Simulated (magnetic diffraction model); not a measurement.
# YbRu6Pb6 below its ordering temperature

Space group P6/mmm (no. 191), a = 5.9300 Å, c = 9.3110 Å.

```
site  atom    x    y       z
  2e    Pb    0    0  0.3400
  2c    Pb  1/3  2/3       0
  2d    Pb  1/3  2/3     1/2
  1a    Yb    0    0       0
  6i    Ru    0  1/2  0.2531
```

The compound is invented for this exercise: a known structure type with other elements, its cell scaled to their sizes and not relaxed.

Only Yb is taken to order (form factors of Yb3+); orders and moment sizes are assumed, and not adapted to the symmetry. Radiation: neutrons of λ = 2.36 Å, 1.5° to 90°; isotropic B of 0.33 Å² (Pb), 0.44 Å² (Yb) and 0.45 Å² (Ru). Simulated constant-wavelength pattern: nuclear and magnetic terms add, the magnetic one as |2.695 fm × Σ f S⊥ exp(2πi Q·r) exp(−B s²)|², summed over all Q at one angle with the factor 1/(sin²θ cos θ). For a modulated order the moment at position r is S exp(−2πi k·r) + c.c., with S = m/2 for a sine wave of amplitude m and S = m(u + iv)/2 for moments turning in a plane, u and v being orthogonal unit vectors in it; the phase factor of the sum at Q = H + k is then exp(2πi H·r). Free-ion form factors, Sears's scattering lengths of 1992, no absorption; a label names one of the reflections at its angle. The strongest nuclear line in the range is 100, and lines under 0.2 are left out.

Above the ordering temperature:

```tsv
2θ (°)	index	I
30.43	(1 0 1)	0.7
44.69	(0 0 3)	8.8
46.90	(1 1 0)	65.3
49.38	(1 1 1)	0.3
52.75	(1 0 3)	32.5
54.72	(2 0 0)	49.4
56.31	(1 1 2)	100.0
60.92	(0 0 4)	29.9
63.31	(2 0 2)	84.3
66.79	(1 1 3)	22.4
67.64	(1 0 4)	25.2
73.23	(2 0 3)	24.2
76.78	(2 1 1)	0.3
80.25	(1 1 4)	11.2
84.76	(1 0 5)	1.1
86.35	(2 0 4)	9.6
87.15	(3 0 0)	26.6
```

Below it (cell unchanged):

```tsv
2θ (°)	I
8.79	0.5
17.03	0.9
22.93	0.3
23.38	0.4
27.66	0.7
30.43	0.7
30.71	0.3
34.45	0.2
35.38	0.3
37.87	0.4
44.03	0.2
44.69	8.8
46.90	65.3
49.38	0.3
51.04	0.2
52.75	32.5
54.72	49.4
56.31	100.0
60.92	29.9
63.31	84.3
66.79	22.4
67.64	25.2
73.23	24.2
76.78	0.3
80.25	11.2
84.76	1.1
86.35	9.6
87.15	26.6
```

**Question.** Check that the new lines index with k = (0 1/3 0), then choose among these models:
A. moments turning in the plane of [001] and [100], 2.5 μB on Yb
B. a sine wave with moments along [010] (amplitudes given), 2.5 μB on Yb
C. a sine wave with moments along [001] (amplitudes given), 2.5 μB on Yb
D. moments turning in the plane of [010] and [001], 2.5 μB on Yb

The new lines index as (0 1/3 0) at 8.79°, (0 1/3 1) at 17.03°, (0 2/3 1) at 22.93° and (1 -1/3 0) at 23.38°, that is as H ± k with k = (0 1/3 0), one of 3 inequivalent arms of its star (k and −k counted as one), which a powder can't tell apart. Satellites come in pairs about each point of the reciprocal lattice.

Magnetic intensity, observed (below minus above) and for each model:

| 2θ (°) | index | observed | A | B | C | D |
| --- | --- | --- | --- | --- | --- | --- |
| 8.79 | (0 1/3 0) | 0.5 | 4.1 | 0.5 | 2.1 | 2.6 |
| 17.03 | (0 1/3 1) | 0.9 | 1.4 | 0.9 | 0.3 | 1.2 |
| 17.62 | (0 2/3 0) | <0.2 | 1.0 | <0.2 | 0.5 | 0.6 |
| 22.93 | (0 2/3 1) | 0.3 | 0.9 | 0.3 | 0.3 | 0.7 |
| 23.38 | (1 -1/3 0) | 0.4 | 0.6 | 0.4 | 0.6 | 1.0 |
| 27.66 | (1 -1/3 1) | 0.7 | 0.8 | 0.7 | 0.6 | 1.2 |
| 37.87 | (1 -1/3 2) | 0.4 | 0.4 | 0.4 | <0.2 | 0.6 |
| 41.84 | (1 2/3 1) | <0.2 | 0.5 | <0.2 | 0.3 | 0.5 |

Model B matches.

The structure used: k = (0 1/3 0), a sine wave with moments along [010] (amplitudes given), 2.5 μB on Yb.

[Logs are printed without paths, hosts, clocks, repeated set-up lines and the standing remarks that a program may print on its own settings, such as how far it seeks lower states.]
